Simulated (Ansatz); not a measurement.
# Quasi-harmonic thermodynamics of GaAs (F-43m)

Wanted: α(T), C_P(T) and B(T) of GaAs in the quasi-harmonic approximation.

Measurements to reproduce:
- volume expansion coefficient 16.2 1e-6/K, heat capacity C_P per formula unit 46.8 J/mol/K and bulk modulus 74.8 GPa near room temperature (given in “High-Throughput Prediction of Finite-Temperature Properties using the Quasi-Harmonic Approximation”, 2016, arXiv:1603.06924)

Calculated with Ansatz 0.2.0; DFT LDA, scalar-relativistic, plane waves, PAW.

Most raw output is cut from this account.

### 1. Starting point

Symmetry: F-43m, No. 216, cubic system. Conventional cell: a = 5.654 Å, b = 5.654 Å, c = 5.654 Å, α = 90.00°, β = 90.00°, γ = 90.00°. Nearest to Ga lie 4 As at 2.45 Å. Nearest to As lie 4 Ga at 2.45 Å. Farther neighbours are not listed.

### 2. A first coarse run

Before spending time, one coarse run tells the gap and the pressure of the starting cell.

The input, input.yaml:

```yaml
crystal:
  lattice:
    - [0.0, 2.82685, 2.82685]
    - [2.82685, 0.0, 2.82685]
    - [2.82685, 2.82685, 0.0]
  atoms:
    - { symbol: Ga, position: [0.0, 0.0, 0.0] }
    - { symbol: As, position: [0.25, 0.25, 0.25] }
kpoints:
  mp_grid: { grid: [6, 6, 6] }
hamiltonian:
  xc: lda
scf:
  occupations: { method: gaussian, width: 0.1 }
  lower_state_search: "off"
output:
  forces: true
  stress: true
  eigenvalues: true
```

On the command line:

```bash
$ ansatz run input.yaml --threads 8 --pin off --max-ram 16384MiB --backend cpu --events-out ev --progress --plain --runs-dir out
```

Run time: 0.59 s. Hardware: 8 threads of Arm Neoverse N1, shared host; peak memory 0.33 GiB; 2.5 s of CPU time.

Numbers from this step:

| Quantity | Value |
| --- | --- |
| pressure | -1.918 GPa |
| volume per atom | 22.59 Å³/atom |
| gap on the k-mesh | 0.2800 eV |

The start is under -1.9 GPa at this level and looks like an insulator or semiconductor on this mesh.

### 3. Relaxation

The vibrations must be taken about the equilibrium of this functional, not about the starting cell, so the structure is relaxed.

input.yaml, the sections that differ from step 2:

```yaml
kpoints:
  mp_grid: { grid: [12, 12, 12] }
scf:
  occupations: { method: gaussian, width: 0.01 }
  lower_state_search: "off"
output:
  forces: true
  stress: true
  eigenvalues: true
  write_density: true
  write_potential: true
  elf: true
  volumetric_format: npy
relax:
  adjacent_minimum: "off"
  f_tol: 0.005
  max_steps: 80
  cell: { stress_tol: 0.05 }
# crystal, hamiltonian: as in step 2
```

Wall time 6.2 s (8 threads); peak memory 0.46 GiB; 43 s of CPU time.

Relaxation path:

```
step  energy less that of the first step (eV)  largest force component (eV/Å)  pressure (GPa)  volume (Å³)
   1                                   0.0000                          0.0000           -1.88        45.18
   2                                  -0.0071                          0.0000           -0.35        44.19
   3                                  -0.0074                          0.0000            0.02        43.97
  4*                                  -0.0072                          0.0000            0.02        43.97
```

Relaxation steps marked * repeat the geometry before them on a plane-wave basis chosen anew for their cell, so energy and pressure can jump there.

The run keeps the 24 symmetry operations that it works with, so distortions that break them were not tested.

```
conventional cell, symmetrised  before  after  change
                         a (Å)   5.654  5.603  -0.9 %
                         b (Å)   5.654  5.603  -0.9 %
                         c (Å)   5.654  5.603  -0.9 %
              volume (Å³/atom)   22.59  21.98  -2.7 %
```

Final coordinates:

```
Ga As
1.0
     0.00000    2.80140    2.80140
     2.80140    0.00000    2.80140
     2.80140    2.80140    0.00000
Ga As
1 1
Direct
  0.00000 0.00000 0.00000
  0.25000 0.25000 0.25000
```

This step gave:

- pressure: 0.01727 GPa
- gap on the k-mesh: 0.4886 eV
- volume per atom: 21.98 Å³/atom

Electrostatic potential energy in the ac plane of a cell with a along [110], b along [-110] and c along [001] of the cube at fractional y = 0.000, with atoms of Ga and As within 0.2 Å of it. With pseudopotentials it is smooth inside the atoms' cores, unlike the true potential.

Ten even steps from '_' (-15 eV) to '@' (12 eV), each cell a mean:
```
____--####**####++________--####**####++____
__::++++--::::==**--____::++++--::::==**--__
++**##--==%%##::++##**++**##--==%%##::++##**
%%%%##::##@@@@--==%%%%%%%%##::##@@@@--==%%%%
@@@@##--==@@##::++%%@@@@@@##--==@@##::++%%@@
@@@@%%**--::::==%%@@@@@@@@%%**--::::==%%@@@@
@@@@@@%%##**##%%@@@@@@@@@@@@%%##**##%%@@@@@@
@@@@@@@@@@@@@@@@@@@@@@@@@@@@@@@@@@@@@@@@@@@@
@@@@@@@@@@@@@@@@@@@@@@@@@@@@@@@@@@@@@@@@@@@@
@@@@@@@@@@@@@@@@@@@@@@@@@@@@@@@@@@@@@@@@@@@@
@@@@@@@@@@@@@@@@@@@@@@@@@@@@@@@@@@@@@@@@@@@@
%%%%@@@@@@@@@@@@@@%%%%%%%%@@@@@@@@@@@@@@%%%%
--==##@@@@@@@@@@%%**----==##@@@@@@@@@@%%**--
____==%%@@@@@@%%**..______==%%@@@@@@%%**..__
____::##@@@@@@%%++________::##@@@@@@%%++____
```
Columns run along a (7.9 Å; values clipped at the 3rd and 97th percentile), rows up along c (5.6 Å), edges of the conventional cell, whose origin can differ from the input's. Atoms in or near the plane, at fractional coordinates: Ga at (0.50, 0.00), Ga at (0.00, 0.00), As at (0.75, 0.75), As at (0.25, 0.75).

Valence density in the ac plane of a cell with a along [110], b along [-110] and c along [001] of the cube at fractional y = 0.000, with atoms of Ga and As within 0.2 Å of it. It is the smooth field of the valence electrons, not physical close to the nuclei.

Ten steps, logarithmic in the rise over the least value, from '_' (0 e/Å³) to '@' (34 e/Å³), each cell a mean:
```
%%++::............--##%%++::............--##
==::..::::----::..::--==::..::::----::..::--
......::++##**--::..........::++##**--::....
____..--##@@%%==::..______..--##@@%%==::..__
____..::++####--..________..::++####--..____
______..::----..____________..::----..______
________......________________......________
____________________________________________
____________________________________________
____________________________________________
____________________________________________
____________________________________________
::..______________....::..______________....
**--..__________..::++**--..__________..::++
@@**::..________..==%%@@**::..________..==%%
```
Columns run along a (7.9 Å), rows up along c (5.6 Å), edges of the conventional cell, whose origin can differ from the input's. Atoms in or near the plane, at fractional coordinates: Ga at (0.50, 0.00), Ga at (0.00, 0.00), As at (0.75, 0.75), As at (0.25, 0.75).

ELF in the ac plane of a cell with a along [110], b along [-110] and c along [001] of the cube at fractional y = 0.000, with atoms of Ga and As within 0.2 Å of it. It is the smooth field of the valence electrons, not physical close to the nuclei.

Values, 8 rows by 16 columns, each cell a mean:
```
0.12 0.30 0.62 0.65 0.63 0.68 0.41 0.15 0.12 0.30 0.62 0.65 0.63 0.68 0.41 0.15
0.30 0.57 0.69 0.38 0.30 0.62 0.66 0.36 0.30 0.57 0.69 0.38 0.30 0.62 0.66 0.36
0.14 0.43 0.59 0.44 0.38 0.58 0.52 0.21 0.14 0.43 0.59 0.44 0.38 0.58 0.52 0.21
0.03 0.14 0.40 0.56 0.58 0.47 0.22 0.05 0.03 0.14 0.40 0.56 0.58 0.47 0.22 0.05
0.03 0.03 0.07 0.15 0.17 0.10 0.04 0.03 0.03 0.03 0.07 0.15 0.17 0.10 0.04 0.03
0.16 0.11 0.04 0.02 0.02 0.03 0.08 0.15 0.16 0.11 0.04 0.02 0.02 0.03 0.08 0.15
0.26 0.25 0.15 0.05 0.04 0.11 0.23 0.26 0.26 0.25 0.15 0.05 0.04 0.11 0.23 0.26
0.11 0.22 0.30 0.31 0.29 0.32 0.26 0.11 0.11 0.22 0.30 0.31 0.29 0.32 0.26 0.11
```
Columns run along a (7.9 Å), rows up along c (5.6 Å), edges of the conventional cell, whose origin can differ from the input's. Atoms in or near the plane, at fractional coordinates: Ga at (0.50, 0.00), Ga at (0.00, 0.00), As at (0.75, 0.75), As at (0.25, 0.75).

The relaxation ends with a pressure of 0.02 GPa.

### 4. Tight relaxation

The thresholds are tightened for a last relaxation ahead of the phonons, and where mesh or smearing change with them the cell follows.

input.yaml, the sections that differ from step 3:

```yaml
crystal:
  lattice:
    - [0.0, 2.8014019343, 2.8014019343]
    - [2.8014019343, 0.0, 2.8014019343]
    - [2.8014019343, 2.8014019343, 0.0]
  atoms:
    - { symbol: Ga, position: [0.0, 0.0, 0.0] }
    - { symbol: As, position: [0.25, 0.25, 0.25] }
scf:
  occupations: { method: fixed }
  lower_state_search: "off"
relax:
  adjacent_minimum: "off"
  f_tol: 0.001
  max_steps: 60
  cell: { stress_tol: 0.01 }
# kpoints, hamiltonian, output: as in step 3
```

It took 4.4 s on 8 threads; peak memory 0.45 GiB; 30 s of CPU time.

Little changed from the start: no atom moved by 0.005 Å and no cell edge by 0.1 %.

Numbers from this step:

* pressure: 0.003572 GPa
* gap on the k-mesh: 0.4872 eV
* volume per atom: 21.99 Å³/atom

Electrostatic potential energy in the ac plane of a cell with a along [110], b along [-110] and c along [001] of the cube at fractional y = 0.000, with atoms of Ga and As within 0.2 Å of it. With pseudopotentials it is smooth inside the atoms' cores, unlike the true potential.

Ten even steps from '0' (-15 eV) to '9' (12 eV), each cell a mean:
```
0037767750000377677500
0255322463002553224630
5673487257656734872576
8872799348888727993488
9973497258999734972589
9986322489999863224899
9998767899999987678999
9999999999999999999999
9999999999999999999999
9999999999999999999999
9999999999999999999999
8899999998888999999988
3479999986334799999863
0048999861000489998610
0027999850000279998500
```
Columns run along a (7.9 Å; values clipped at the 3rd and 97th percentile), rows up along c (5.6 Å), edges of the conventional cell, whose origin can differ from the input's. Atoms in or near the plane, at fractional coordinates: Ga at (0.50, 0.00), Ga at (0.00, 0.00), As at (0.75, 0.75), As at (0.25, 0.75).

ELF in the ac plane of a cell with a along [110], b along [-110] and c along [001] of the cube at fractional y = 0.000, with atoms of Ga and As within 0.2 Å of it. It is the smooth field of the valence electrons, not physical close to the nuclei.

Values, 8 rows by 16 columns, each cell a mean:
```
0.12 0.30 0.62 0.65 0.63 0.68 0.41 0.15 0.12 0.30 0.62 0.65 0.63 0.68 0.41 0.15
0.30 0.57 0.69 0.38 0.30 0.62 0.66 0.36 0.30 0.57 0.69 0.38 0.30 0.62 0.66 0.36
0.14 0.43 0.59 0.44 0.38 0.58 0.52 0.21 0.14 0.43 0.59 0.44 0.38 0.58 0.52 0.21
0.03 0.14 0.40 0.56 0.58 0.47 0.22 0.05 0.03 0.14 0.40 0.56 0.58 0.47 0.22 0.05
0.03 0.03 0.07 0.15 0.17 0.10 0.04 0.03 0.03 0.03 0.07 0.15 0.17 0.10 0.04 0.03
0.16 0.11 0.04 0.02 0.02 0.03 0.08 0.15 0.16 0.11 0.04 0.02 0.02 0.03 0.08 0.15
0.26 0.25 0.15 0.05 0.04 0.11 0.23 0.26 0.26 0.25 0.15 0.05 0.04 0.11 0.23 0.26
0.11 0.22 0.30 0.31 0.29 0.32 0.26 0.11 0.11 0.22 0.30 0.31 0.29 0.32 0.26 0.11
```
Columns run along a (7.9 Å), rows up along c (5.6 Å), edges of the conventional cell, whose origin can differ from the input's. Atoms in or near the plane, at fractional coordinates: Ga at (0.50, 0.00), Ga at (0.00, 0.00), As at (0.75, 0.75), As at (0.25, 0.75).

Valence density in the ac plane of a cell with a along [110], b along [-110] and c along [001] of the cube at fractional y = 0.000, with atoms of Ga and As within 0.2 Å of it. It is the smooth field of the valence electrons, not physical close to the nuclei.

Ten steps, logarithmic in the rise over the least value, from '0' (0 e/Å³) to '9' (34 e/Å³), each cell a mean:
```
8521111113785211111137
4212233212342122332123
1112576321111125763211
0013798421000137984210
0012577310000125773100
0001233100000012331000
0000111000000001110000
0000000000000000000000
0000000000000000000000
0000000000000000000000
0000000000000000000000
0000000000000000000000
2100000001121000000011
6310000012563100000125
9621000014896210000148
```
Columns run along a (7.9 Å), rows up along c (5.6 Å), edges of the conventional cell, whose origin can differ from the input's. Atoms in or near the plane, at fractional coordinates: Ga at (0.50, 0.00), Ga at (0.00, 0.00), As at (0.75, 0.75), As at (0.25, 0.75).

The residual pressure is 0.0036 GPa, small enough for phonons.

(Continued in part 2 of 3.)

[Logs are printed without paths, hosts, clocks, repeated set-up lines and the standing remarks that a program may print on its own settings, such as how far it seeks lower states.]

[Hosts, paths, dates, database ids (printed as entryN), source tags and the programs' standing remarks are cut or masked in the printed files.]

[A step with changed settings may run another functional than the one named; its input shows which.]
